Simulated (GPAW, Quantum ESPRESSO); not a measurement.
The Y L₃ edge of atom 1 in Y (P6_3/mmc), with 6 Y at 3.56 Å and 6 Y at 3.65 Å (anticuboctahedral, as in hcp, site symmetry -6m2), was computed in 2 ways: excited-electron core hole (neutral cell) and no core hole. Program and functional: Quantum ESPRESSO XSpectra, PBE, Lorentzian half width 0.75 eV up to 4 eV, rising linearly to 1.75 eV at 25 eV (not a setting of the program: the run's 0.4 eV curve was folded afterwards with a further Lorentzian); cells of 2 and 8 atoms (the run without a hole in the smaller).

Each run is counted from its own lowest empty level or Fermi level and scaled to a mean of 1 over its first 20 eV.

| E (eV) | run 1 | run 2 |
| --- | --- | --- |
| -2.0 | 0.23 | 0.16 |
| -1.4 | 0.33 | 0.21 |
| -0.8 | 0.54 | 0.32 |
| -0.2 | 0.97 | 0.54 |
| 0.4 | 1.58 | 0.83 |
| 1.0 | 2.13 | 1.15 |
| 1.6 | 2.23 | 1.41 |
| 2.2 | 1.97 | 1.44 |
| 2.8 | 1.80 | 1.41 |
| 3.4 | 1.92 | 1.53 |
| 4.0 | 2.17 | 1.82 |
| 4.6 | 1.92 | 2.14 |
| 5.2 | 1.40 | 2.05 |
| 5.8 | 0.99 | 1.58 |
| 6.4 | 0.80 | 1.18 |
| 7.0 | 0.75 | 1.00 |
| 7.6 | 0.75 | 0.96 |
| 8.2 | 0.74 | 0.90 |
| 8.8 | 0.74 | 0.87 |
| 9.4 | 0.74 | 0.87 |
| 10.0 | 0.75 | 0.89 |
| 10.6 | 0.75 | 0.90 |
| 11.2 | 0.71 | 0.87 |
| 11.8 | 0.65 | 0.80 |
| 12.4 | 0.59 | 0.73 |
| 13.0 | 0.54 | 0.66 |
| 13.6 | 0.52 | 0.61 |
| 14.2 | 0.52 | 0.59 |
| 14.8 | 0.53 | 0.59 |
| 15.4 | 0.56 | 0.61 |
| 16.0 | 0.60 | 0.65 |
| 16.6 | 0.63 | 0.68 |
| 17.2 | 0.64 | 0.71 |
| 17.8 | 0.63 | 0.71 |
| 18.4 | 0.61 | 0.69 |
| 19.0 | 0.59 | 0.67 |
| 19.6 | 0.58 | 0.65 |
| 20.2 | 0.57 | 0.64 |
| 20.8 | 0.56 | 0.63 |
| 21.4 | 0.56 | 0.63 |
| 22.0 | 0.55 | 0.62 |
| 22.6 | 0.53 | 0.60 |
| 23.2 | 0.51 | 0.58 |
| 23.8 | 0.49 | 0.55 |
| 24.4 | 0.47 | 0.53 |
| 25.0 | 0.46 | 0.52 |
| 25.6 | 0.46 | 0.51 |
| 26.2 | 0.47 | 0.52 |
| 26.8 | 0.48 | 0.52 |
| 27.4 | 0.49 | 0.53 |
| 28.0 | 0.50 | 0.53 |
| 28.6 | 0.50 | 0.53 |
| 29.2 | 0.50 | 0.54 |
| 29.8 | 0.50 | 0.54 |
| 30.4 | 0.50 | 0.55 |
| 31.0 | 0.50 | 0.55 |
| 31.6 | 0.50 | 0.55 |

Q: Which run is which?

Run 1: excited-electron core hole (neutral cell) (area from −2 to 6 eV 11.9, main maxima 1.5 eV (2.25), 4.0 eV (2.17) and 17.1 eV (0.64)). Run 2: no core hole (area from −2 to 6 eV 9.8, main maxima 2.0 eV (1.45), 4.8 eV (2.18) and 17.6 eV (0.71)). With each curve scaled to its own mean, the area from −2 to 6 eV with the hole is 11.9 against 9.8, and the centre of weight from −1 to 20 eV moves by -1.1 eV: the hole pulls the absorber's empty states down.

[Hosts, paths, dates, database ids (printed as entryN), source tags and the programs' standing remarks are cut or masked in the printed files.]

[Lists of maxima count a maximum above −3 eV only where it reaches 4 % of the highest in the window and stands out from its surroundings by 2 % of it (1.5 % where it reaches 55 %); shoulders and weaker maxima are passed over, and of the rest the first, up to two pre-edge ones and the few strongest are named.]
